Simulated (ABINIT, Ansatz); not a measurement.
# A GW chain in ABINIT: Na3OBr (Pm-3m), part 2 of 3

Wanted: ground state, empty states, screening and self-energy for Na3OBr (Pm-3m).

ABINIT 10.8.3; PBEsol and many-body steps on it, plane waves. Known limits of the many-body steps: not at the basis limit; no spin-orbit coupling; coarse k mesh.

So far. Step 2 (Ground state): The gap is direct, at Γ.

## (3) Bands along the symmetry lines

Level of this step: DFT, PBEsol, plane waves, norm-conserving pseudopotentials (ABINIT).

Levels along a band path, at the cheap level, show where the edges lie and whether the meshes to come will hold them.

Contents of run.abi:

```
acell 3*1.0 Angstrom
rprim 
  4.533130000000 0.000000000000 0.000000000000
  0.000000000000 4.533130000000 0.000000000000
  0.000000000000 0.000000000000 4.533130000000
ntypat 3
znucl 11 35 8
natom 5
typat 1 1 1 2 3
xred 
  0.000000000000 0.500000000000 0.500000000000
  0.500000000000 0.000000000000 0.500000000000
  0.500000000000 0.500000000000 0.000000000000
  0.000000000000 0.000000000000 0.000000000000
  0.500000000000 0.500000000000 0.500000000000
pp_dirpath "pseudos"
pseudos "Na.upf, Br.upf, O.upf"
ecut 38
iscf -2
irdden 1
kptopt 0
nkpt 50
kpt 
  0.00000000 0.00000000 0.00000000
  0.00000000 0.06250000 0.00000000
  0.00000000 0.12500000 0.00000000
  0.00000000 0.18750000 0.00000000
  0.00000000 0.25000000 0.00000000
  0.00000000 0.31250000 0.00000000
  0.00000000 0.37500000 0.00000000
  0.00000000 0.43750000 0.00000000
  0.00000000 0.50000000 0.00000000
  0.06250000 0.50000000 0.00000000
  0.12500000 0.50000000 0.00000000
  0.18750000 0.50000000 0.00000000
  0.25000000 0.50000000 0.00000000
  0.31250000 0.50000000 0.00000000
  0.37500000 0.50000000 0.00000000
  0.43750000 0.50000000 0.00000000
  0.50000000 0.50000000 0.00000000
  0.43750000 0.43750000 0.00000000
  0.37500000 0.37500000 0.00000000
  0.31250000 0.31250000 0.00000000
  0.25000000 0.25000000 0.00000000
  0.18750000 0.18750000 0.00000000
  0.12500000 0.12500000 0.00000000
  0.06250000 0.06250000 0.00000000
  0.00000000 0.00000000 0.00000000
  0.06250000 0.06250000 0.06250000
  0.12500000 0.12500000 0.12500000
  0.18750000 0.18750000 0.18750000
  0.25000000 0.25000000 0.25000000
  0.31250000 0.31250000 0.31250000
  0.37500000 0.37500000 0.37500000
  0.43750000 0.43750000 0.43750000
  0.50000000 0.50000000 0.50000000
  0.43750000 0.50000000 0.43750000
  0.37500000 0.50000000 0.37500000
  0.31250000 0.50000000 0.31250000
  0.25000000 0.50000000 0.25000000
  0.18750000 0.50000000 0.18750000
  0.12500000 0.50000000 0.12500000
  0.06250000 0.50000000 0.06250000
  0.00000000 0.50000000 0.00000000
  0.50000000 0.50000000 0.50000000
  0.50000000 0.50000000 0.43750000
  0.50000000 0.50000000 0.37500000
  0.50000000 0.50000000 0.31250000
  0.50000000 0.50000000 0.25000000
  0.50000000 0.50000000 0.18750000
  0.50000000 0.50000000 0.12500000
  0.50000000 0.50000000 0.06250000
  0.50000000 0.50000000 0.00000000
istwfk *1
nband 27
nbdbuf 2
tolwfr 1e-08
nstep 40
prtwf 0
prtvol 0
indata_prefix "in"
outdata_prefix "out"
tmpdata_prefix "tmp"
```

Command:

```console
> OMP_NUM_THREADS=1 mpirun -n 4 abinit run.abi > log
```

Numbers of over 12 decimals in the logs are rounded to 6 here.

The log of the run:

```text
.Version 10.8.3 of ABINIT. v10.8.2 released Aug 2026.

 Symmetries : space group Pm -3 m (#221); Bravais cP (primitive cubic)
[... echo of the input left out ...]
== DATASET  1 ==================================================================
-   mpi_nproc: 4, omp_nthreads: 1 (-1 if OMP is not activated)

--- !DatasetInfo
iteration_state: {dtset: 1, }
dimensions: {natom: 5, nkpt: 50, mband: 27, nsppol: 1, nspinor: 1, nspden: 1, mpw: 7088, }
cutoff_energies: {ecut:  38.0, pawecutdg:  -1.0, }
electrons: {nelect:   4.00000000E+01, charge:   0.00000000E+00, occopt:   1.00000000E+00, tsmear:   1.00000000E-02, }

 Real(R)+Recip(G) space primitive vectors, cartesian coordinates (Bohr,Bohr^-1):
 R(1)=  8.5663742  0.0000000  0.0000000  G(1)=  0.1167355  0.0000000  0.0000000
 R(2)=  0.0000000  8.5663742  0.0000000  G(2)=  0.0000000  0.1167355  0.0000000
 R(3)=  0.0000000  0.0000000  8.5663742  G(3)=  0.0000000  0.0000000  0.1167355
 Unit cell volume ucvol=  6.2862424E+02 bohr^3
 Angles (23,13,12)=  9.00000000E+01  9.00000000E+01  9.00000000E+01 degrees

 getcut: wavevector=  0.0000  0.0000  0.0000  ngfft=  48  48  48
         ecut(hartree)=     38.000   => boxcut(ratio)=   2.01924

--- Pseudopotential description ------------------------------------------------
- Na Generated using ONCVPSP code by D. R. Hamann
- 11.00000   9.00000  180301                  znucl, zion, pspdat
12 -116133 1 -1 2016                          pspcod,pspxc,lmax,lloc,mmax
     nproj     2     2     0
  pspatm : epsatm=    9.32918808
         --- l  ekb(1:nproj) -->
             0    2.657905   -0.678300
             1   -6.761319   -2.404728
 pspatm: atomic psp has been read  and splines computed

- Br Generated using ONCVPSP code by D. R. Hamann
- 35.00000   7.00000  180301                  znucl, zion, pspdat
12 -116133 2 -1 1098                          pspcod,pspxc,lmax,lloc,mmax
     nproj     2     2     2
  pspatm : epsatm=   10.94932683
         --- l  ekb(1:nproj) -->
             0    8.508690    0.897946
[...]
pspatm: atomic psp has been read  and splines computed

- O Generated using ONCVPSP code by D. R. Hamann
-  8.00000   6.00000  180301                  znucl, zion, pspdat
12 -116133 2 -1 936                           pspcod,pspxc,lmax,lloc,mmax
     nproj     2     2     1
  pspatm : epsatm=    6.22910120
         --- l  ekb(1:nproj) -->
[...]
2   -1.335834
 pspatm: atomic psp has been read  and splines computed

--------------------------------------------------------------------------------

================================================================================
 prteigrs : about to open file out_EIG
 Non-SCF case, kpt    1 (  0.00000  0.00000  0.00000), residuals and eigenvalues=
  7.38E-09  1.33E-09  6.02E-09  2.26E-09  5.10E-09  7.33E-09  2.65E-09  5.21E-09
[...]
Non-SCF case, kpt   49 (  0.50000  0.50000  0.06250), residuals and eigenvalues=
[...]
Non-SCF case, kpt   50 (  0.50000  0.50000  0.00000), residuals and eigenvalues=
[...]
-4.7873E-01 -4.6307E-01 -7.2635E-02 -7.2635E-02 -3.5686E-02  4.7032E-02
  4.7032E-02  5.2252E-02  2.2243E-01  2.2606E-01  3.2466E-01  3.2466E-01
[...]
--- !ResultsGS
iteration_state: {dtset: 1, }
comment   : Summary of ground state results
lattice_vectors:
- [  8.5663742,   0.0000000,   0.0000000, ]
- [  0.0000000,   8.5663742,   0.0000000, ]
- [  0.0000000,   0.0000000,   8.5663742, ]
lattice_lengths: [   8.56637,    8.56637,    8.56637, ]
lattice_angles: [ 90.000,  90.000,  90.000, ] # degrees, (23, 13, 12)
lattice_volume:   6.2862424E+02
convergence: {deltae:  0.000E+00, res2:  0.000E+00, residm:  9.945E-09, diffor:  0.000E+00, }
etotal    :  -1.69269748E+02
entropy   :   0.00000000E+00
fermie    :   5.70030538E-02
cartesian_stress_tensor: null
pressure_GPa: null
xred      :
- [  0.0000E+00,   5.0000E-01,   5.0000E-01, Na]
- [  5.0000E-01,   0.0000E+00,   5.0000E-01, Na]
- [  5.0000E-01,   5.0000E-01,   0.0000E+00, Na]
- [  0.0000E+00,   0.0000E+00,   0.0000E+00, Br]
- [  5.0000E-01,   5.0000E-01,   5.0000E-01,  O]
cartesian_forces: null
force_length_stats: {min: null, max: null, mean: null, }

 Integrated electronic density in atomic spheres:
 ------------------------------------------------
 Atom  Sphere_radius  Integrated_density
[...]
================================================================================

 ----iterations are completed or convergence reached----

 Mean square residual over all n,k,spin=   48.429E-10; max=  99.455E-10
 reduced coordinates (array xred) for    5 atoms
[...]
cartesian coordinates (angstrom) at end:
    1      0.000000     2.266565     2.266565
    2      2.266565     0.000000     2.266565
    3      2.266565     2.266565     0.000000
    4      0.000000     0.000000     0.000000
    5      2.266565     2.266565     2.266565
 length scales=  1.889726125908  1.889726125908  1.889726125908 bohr
              =  1.000000000000  1.000000000000  1.000000000000 angstroms
 prteigrs : about to open file out_EIG
 Eigenvalues (hartree) for nkpt=  50  k points:
 kpt#   1, nband= 27, wtk=  1.00000, kpt=  0.0000  0.0000  0.0000 (reduced coord)
[...]
kpt#   2, nband= 27, wtk=  1.00000, kpt=  0.0000  0.0625  0.0000 (reduced coord)
[...]
kpt#   3, nband= 27, wtk=  1.00000, kpt=  0.0000  0.1250  0.0000 (reduced coord)
[...]
kpt#  49, nband= 27, wtk=  1.00000, kpt=  0.5000  0.5000  0.0625 (reduced coord)
[...]
0.33952    0.33952    0.46062
 kpt#  50, nband= 27, wtk=  1.00000, kpt=  0.5000  0.5000  0.0000 (reduced coord)
[...]
-0.75437   -0.75218   -0.74813   -0.74597   -0.47873   -0.46307   -0.07264   -0.07264
  -0.03569    0.04703    0.04703    0.05225    0.22243    0.22606    0.32466    0.32466
   0.33716    0.33716    0.45589

== END DATASET(S) ==============================================================
================================================================================

 -outvars: echo values of variables after computation  --------
            nband          27
             nkpt          50
          spgroup         221
 [... the other variables as echoed above ...]

 Calculation completed.
```

It took 35 s on 4 MPI ranks of Arm Neoverse V1, shared host; peak memory 0.4 GiB; 2.4 min of CPU time.

Numbers from this step:

| Property | Result |
| --- | --- |
| gap | 1.960 eV |
| k of the valence top | 0, 0, 0 |
| k of the conduction bottom | 0, 0, 0 |
| least direct gap | 1.960 eV |

The gap is 1.960 eV, as in the run before at this level.

The electronic bands at the labelled points (eV, zero at the top of the highest filled band):

| point | band 17 | band 18 | band 19 | band 20 | band 21 | band 22 | band 23 | band 24 |
| --- | --- | --- | --- | --- | --- | --- | --- | --- |
| Γ | -2.71 | 0.00 | 0.00 | 0.00 | 1.96 | 4.89 | 4.89 | 9.07 |
| halfway | -2.65 | -0.47 | -0.08 | -0.08 | 3.05 | 5.16 | 5.68 | 8.26 |
| X | -2.59 | -0.79 | -0.17 | -0.17 | 4.23 | 5.51 | 5.87 | 7.81 |
| halfway | -2.55 | -0.48 | -0.23 | -0.15 | 4.47 | 5.23 | 6.32 | 7.49 |
| M | -2.52 | -0.27 | -0.27 | -0.13 | 4.50 | 4.60 | 7.28 | 7.28 |
| halfway | -2.60 | -0.47 | -0.14 | -0.12 | 3.67 | 5.53 | 6.24 | 7.04 |
| Γ | -2.71 | 0.00 | 0.00 | 0.00 | 1.96 | 4.89 | 4.89 | 9.07 |
| halfway | -3.04 | -0.32 | -0.28 | -0.28 | 4.39 | 6.36 | 6.36 | 6.52 |
| R | -3.21 | -0.70 | -0.70 | -0.70 | 6.03 | 6.03 | 6.03 | 7.88 |
| halfway | -2.92 | -0.44 | -0.44 | -0.21 | 5.35 | 5.37 | 6.57 | 6.60 |
| X | -2.59 | -0.79 | -0.17 | -0.17 | 4.23 | 5.51 | 5.87 | 7.81 |
| jump to R | -3.21 | -0.70 | -0.70 | -0.70 | 6.03 | 6.03 | 6.03 | 7.88 |
| halfway | -2.90 | -0.47 | -0.47 | -0.43 | 5.23 | 5.81 | 6.46 | 6.46 |
| M | -2.52 | -0.27 | -0.27 | -0.13 | 4.50 | 4.60 | 7.28 | 7.28 |

## (4) Empty states on the mesh, 2×2×2 mesh, 187 bands

The sums over transitions need many empty states on a uniform mesh; this step solves for them.

Contents of run.abi:

```
acell 3*1.0 Angstrom
rprim 
  4.533130000000 0.000000000000 0.000000000000
  0.000000000000 4.533130000000 0.000000000000
  0.000000000000 0.000000000000 4.533130000000
ntypat 3
znucl 11 35 8
natom 5
typat 1 1 1 2 3
xred 
  0.000000000000 0.500000000000 0.500000000000
  0.500000000000 0.000000000000 0.500000000000
  0.500000000000 0.500000000000 0.000000000000
  0.000000000000 0.000000000000 0.000000000000
  0.500000000000 0.500000000000 0.500000000000
pp_dirpath "pseudos"
pseudos "Na.upf, Br.upf, O.upf"
ecut 38
ngkpt 2 2 2
nshiftk 1
shiftk 0 0 0
kptopt 1
chksymbreak 0
iscf -2
irdden 1
istwfk *1
nband 187
nbdbuf 16
tolwfr 1e-09
nstep 60
prtvol 0
indata_prefix "in"
outdata_prefix "out"
tmpdata_prefix "tmp"
```

The log of the run:

```text
.Version 10.8.3 of ABINIT. v10.8.2 released Aug 2026.

 Symmetries : space group Pm -3 m (#221); Bravais cP (primitive cubic)
[... echo of the input left out ...]
== DATASET  1 ==================================================================
-   mpi_nproc: 4, omp_nthreads: 1 (-1 if OMP is not activated)

--- !DatasetInfo
iteration_state: {dtset: 1, }
dimensions: {natom: 5, nkpt: 4, mband: 187, nsppol: 1, nspinor: 1, nspden: 1, mpw: 7088, }
cutoff_energies: {ecut:  38.0, pawecutdg:  -1.0, }
electrons: {nelect:   4.00000000E+01, charge:   0.00000000E+00, occopt:   1.00000000E+00, tsmear:   1.00000000E-02, }

 Real(R)+Recip(G) space primitive vectors, cartesian coordinates (Bohr,Bohr^-1):
 R(1)=  8.5663742  0.0000000  0.0000000  G(1)=  0.1167355  0.0000000  0.0000000
 R(2)=  0.0000000  8.5663742  0.0000000  G(2)=  0.0000000  0.1167355  0.0000000
 R(3)=  0.0000000  0.0000000  8.5663742  G(3)=  0.0000000  0.0000000  0.1167355
 Unit cell volume ucvol=  6.2862424E+02 bohr^3
 Angles (23,13,12)=  9.00000000E+01  9.00000000E+01  9.00000000E+01 degrees

 getcut: wavevector=  0.0000  0.0000  0.0000  ngfft=  48  48  48
         ecut(hartree)=     38.000   => boxcut(ratio)=   2.01924

--- Pseudopotential description ------------------------------------------------
- Na Generated using ONCVPSP code by D. R. Hamann
- 11.00000   9.00000  180301                  znucl, zion, pspdat
12 -116133 1 -1 2016                          pspcod,pspxc,lmax,lloc,mmax
     nproj     2     2     0
  pspatm : epsatm=    9.32918808
         --- l  ekb(1:nproj) -->
             0    2.657905   -0.678300
             1   -6.761319   -2.404728
 pspatm: atomic psp has been read  and splines computed

- Br Generated using ONCVPSP code by D. R. Hamann
- 35.00000   7.00000  180301                  znucl, zion, pspdat
12 -116133 2 -1 1098                          pspcod,pspxc,lmax,lloc,mmax
     nproj     2     2     2
  pspatm : epsatm=   10.94932683
         --- l  ekb(1:nproj) -->
             0    8.508690    0.897946
[...]
pspatm: atomic psp has been read  and splines computed

- O Generated using ONCVPSP code by D. R. Hamann
-  8.00000   6.00000  180301                  znucl, zion, pspdat
12 -116133 2 -1 936                           pspcod,pspxc,lmax,lloc,mmax
     nproj     2     2     1
  pspatm : epsatm=    6.22910120
         --- l  ekb(1:nproj) -->
[...]
2   -1.335834
 pspatm: atomic psp has been read  and splines computed

--------------------------------------------------------------------------------

================================================================================
 prteigrs : about to open file out_EIG
 Non-SCF case, kpt    1 (  0.00000  0.00000  0.00000), residuals and eigenvalues=
  6.68E-10  2.08E-10  4.05E-10  2.34E-10  1.91E-10  2.37E-10  1.13E-10  1.10E-10
  1.21E-10  1.52E-10  1.24E-10  1.92E-10  3.83E-11  6.09E-11  2.02E-11  3.36E-11
  2.10E-11  1.21E-10  1.76E-10  1.56E-10  3.88E-10  4.12E-10  8.04E-10  3.78E-11
[...]
-1.7785E+00 -1.7779E+00 -1.7779E+00 -7.5700E-01 -7.5700E-01 -7.5700E-01
 -7.5569E-01 -7.5569E-01 -7.5569E-01 -7.4764E-01 -7.4764E-01 -7.4764E-01
 -4.8526E-01 -4.6766E-01 -4.2532E-02 -4.2532E-02 -4.2532E-02  5.7003E-02
[...]
2.7692E+00  2.8238E+00  2.8238E+00  2.8238E+00  2.8558E+00  2.8558E+00
  2.9106E+00  2.9107E+00  2.9655E+00  2.9660E+00  2.9684E+00  2.9904E+00
  3.0080E+00
 prteigrs : prtvol=0 or 1, do not print more k-points.

--- !ResultsGS
iteration_state: {dtset: 1, }
comment   : Summary of ground state results
lattice_vectors:
- [  8.5663742,   0.0000000,   0.0000000, ]
- [  0.0000000,   8.5663742,   0.0000000, ]
- [  0.0000000,   0.0000000,   8.5663742, ]
lattice_lengths: [   8.56637,    8.56637,    8.56637, ]
lattice_angles: [ 90.000,  90.000,  90.000, ] # degrees, (23, 13, 12)
lattice_volume:   6.2862424E+02
convergence: {deltae:  0.000E+00, res2:  0.000E+00, residm:  9.975E-10, diffor:  0.000E+00, }
etotal    :  -1.69269748E+02
entropy   :   0.00000000E+00
fermie    :   5.70030538E-02
cartesian_stress_tensor: null
pressure_GPa: null
xred      :
- [  0.0000E+00,   5.0000E-01,   5.0000E-01, Na]
- [  5.0000E-01,   0.0000E+00,   5.0000E-01, Na]
- [  5.0000E-01,   5.0000E-01,   0.0000E+00, Na]
- [  0.0000E+00,   0.0000E+00,   0.0000E+00, Br]
- [  5.0000E-01,   5.0000E-01,   5.0000E-01,  O]
cartesian_forces: null
force_length_stats: {min: null, max: null, mean: null, }

 Integrated electronic density in atomic spheres:
 ------------------------------------------------
 Atom  Sphere_radius  Integrated_density
[...]
================================================================================

 ----iterations are completed or convergence reached----

 Mean square residual over all n,k,spin=   35.818E-11; max=  99.754E-11
 reduced coordinates (array xred) for    5 atoms
[...]
0.500000000000      0.500000000000      0.500000000000

 cartesian coordinates (angstrom) at end:
    1      0.000000     2.266565     2.266565
    2      2.266565     0.000000     2.266565
    3      2.266565     2.266565     0.000000
    4      0.000000     0.000000     0.000000
    5      2.266565     2.266565     2.266565
 length scales=  1.889726125908  1.889726125908  1.889726125908 bohr
              =  1.000000000000  1.000000000000  1.000000000000 angstroms
 prteigrs : about to open file out_EIG
 Eigenvalues (hartree) for nkpt=   4  k points:
 kpt#   1, nband=187, wtk=  0.12500, kpt=  0.0000  0.0000  0.0000 (reduced coord)
[...]
2.72497    2.74790    2.74790    2.74790    2.76920    2.76920    2.76920    2.82376
   2.82376    2.82376    2.85584    2.85584    2.91065    2.91067    2.96552    2.96605
   2.96837    2.99037    3.00798
 prteigrs : prtvol=0 or 1, do not print more k-points.

== END DATASET(S) ==============================================================
================================================================================

 -outvars: echo values of variables after computation  --------
            nband         187
             nkpt           4
          spgroup         221
 [... the other variables as echoed above ...]

 Calculation completed.
```

The job ended after 53 s (4 MPI ranks; peak memory 0.42 GiB).

Numbers from this step:

* gap: 1.960 eV
* k of the valence top: 0, 0, 0
* k of the conduction bottom: 0, 0, 0
* least direct gap: 1.960 eV
* k points computed: 4
* lowest point of the top converged band, above the valence top: 73.2231 eV

On this mesh the gap is 1.960 eV.

## (5) Screening, 2×2×2 mesh, 171 bands, screening to 176.9 eV

The RPA dielectric matrix is built and inverted for each q.

This step: RPA screening on PBEsol, plane waves, norm-conserving pseudopotentials.

Edit run.abi of step 4 so:

```diff
@@ -23,10 +23,11 @@
 chksymbreak 0
-iscf -2
-irdden 1
 istwfk *1
-nband 187
-nbdbuf 16
-tolwfr 1e-09
-nstep 60
-prtvol 0
+occopt 1
+irdwfk 1
+optdriver 3
+nband 171
+ecuteps 6.5
+inclvkb 2
+awtr 1
+symchi 1
 indata_prefix "in"
```

The log of the run:

```text
.Version 10.8.3 of ABINIT. v10.8.2 released Aug 2026.

 Symmetries : space group Pm -3 m (#221); Bravais cP (primitive cubic)
[... echo of the input left out ...]
== DATASET  1 ==================================================================
-   mpi_nproc: 4, omp_nthreads: 1 (-1 if OMP is not activated)

--- !DatasetInfo
iteration_state: {dtset: 1, }
dimensions: {natom: 5, nkpt: 4, mband: 171, nsppol: 1, nspinor: 1, nspden: 1, mpw: 7088, }
cutoff_energies: {ecut:  38.0, pawecutdg:  -1.0, }
electrons: {nelect:   4.00000000E+01, charge:   0.00000000E+00, occopt:   1.00000000E+00, tsmear:   1.00000000E-02, }

 SCREENING: Calculation of the susceptibility and dielectric matrices

 Based on a program developped by R.W. Godby, V. Olevano, G. Onida, and L. Reining.
 Incorporated in ABINIT by V. Olevano, G.-M. Rignanese, and M. Torrent.
.Using double precision arithmetic ; gwpc =  8

[... cell and pseudopotentials left out ...]
--------------------------------------------------------------------------------

 ==== K-mesh for the wavefunctions ====
 Number of points in the irreducible wedge :     4
[... list of points left out ...]
 Together with 48 symmetry operations and time-reversal symmetry
 yields     8 points in the full Brillouin Zone.

 ==== Q-mesh for the screening function ====
 Number of points in the irreducible wedge :     4
[... list of points left out ...]
 Together with 48 symmetry operations and time-reversal symmetry
 yields     8 points in the full Brillouin Zone.

 setmesh: FFT mesh size selected  =    36x   36x   36
          total number of points  =        46656

 vcoul_init : cutoff-mode = AUXILIARY_FUNCTION
 q-points for optical limit:   1
     1)      0.000010    0.000020    0.000030

- screening: taking advantage of time-reversal symmetry
- Maximum band index for partially occupied states nbvw = 20
- Remaining bands to be divided among processors   nbcw = 151
- Number of bands treated by each node ~37

 Number of electrons calculated from density =   40.0000; Expected =   40.0000
 average of density, n =  0.063631
 r_s =    1.5539
 omega_plasma =   24.3327 [eV]

 calculating chi0 at frequencies [eV] :
  1    0.000000E+00    0.000000E+00
  2    0.000000E+00    2.433268E+01

--------------------------------------------------------------------------------
  q-point number  1        q = ( 0.000000, 0.000000, 0.000000) [r.l.u.]
--------------------------------------------------------------------------------
[... chi0 elements left out ...]
 For q-point:  0.000010 0.000020 0.000030
  dielectric constant =   4.3756
  dielectric constant without local fields =   4.8646

  Average fulfillment of the sum rule on Im[epsilon] for q-point    1 :     56.42  [%]
[... wings left out ...]
  q-point number  2        q = ( 0.500000, 0.000000, 0.000000) [r.l.u.]
--------------------------------------------------------------------------------
[... chi0 elements left out ...]
  Average fulfillment of the sum rule on Im[epsilon] for q-point    2 :     61.40  [%]

 [... 2 further q-points ...]
```

Elapsed: 31 s, on 4 MPI ranks; peak memory 1.2 GiB.

Numbers from this step:

```yaml
eps_infinity_with_local_fields_on_this_mesh_along_the_program_s_q_direction: 4.376
the_same_without_local_fields: 4.865
plasma_frequency: 24.33 eV
plane_waves_in_the_screening_matrix: 485
```

Local fields lower ε∞ by 10 %. On a Γ-centred mesh this coarse the value itself is usually too large, while a short band sum pulls it down.

(Continued in part 3 of 3.)

[Paths, hosts, dates, memory and timing lines, banners, echoed tables and standing remarks are left out of the program output.]

[Logs are printed without paths, hosts, clocks, repeated set-up lines and the standing remarks that a program may print on its own settings, such as how far it seeks lower states.]

[Runs of the session that timed out or met a known fault of the program may be left out.]

[No measured gap is set beside runs whose start may be inverted or whose files or cutoffs have a known fault.]

[Hosts, paths, dates, database ids (printed as entryN), source tags and the programs' standing remarks are cut or masked in the printed files.]

[G0W0 gaps are taken among the corrected bands and points alone; a level outside them can change the order at an edge.]

[Where Ansatz stands beside ABINIT at settings called matched, ABINIT's density can come from a denser mesh and the files from another edition; pairs whose starting gaps differed by over 0.03 eV were left out, so agreement reads better than it is.]
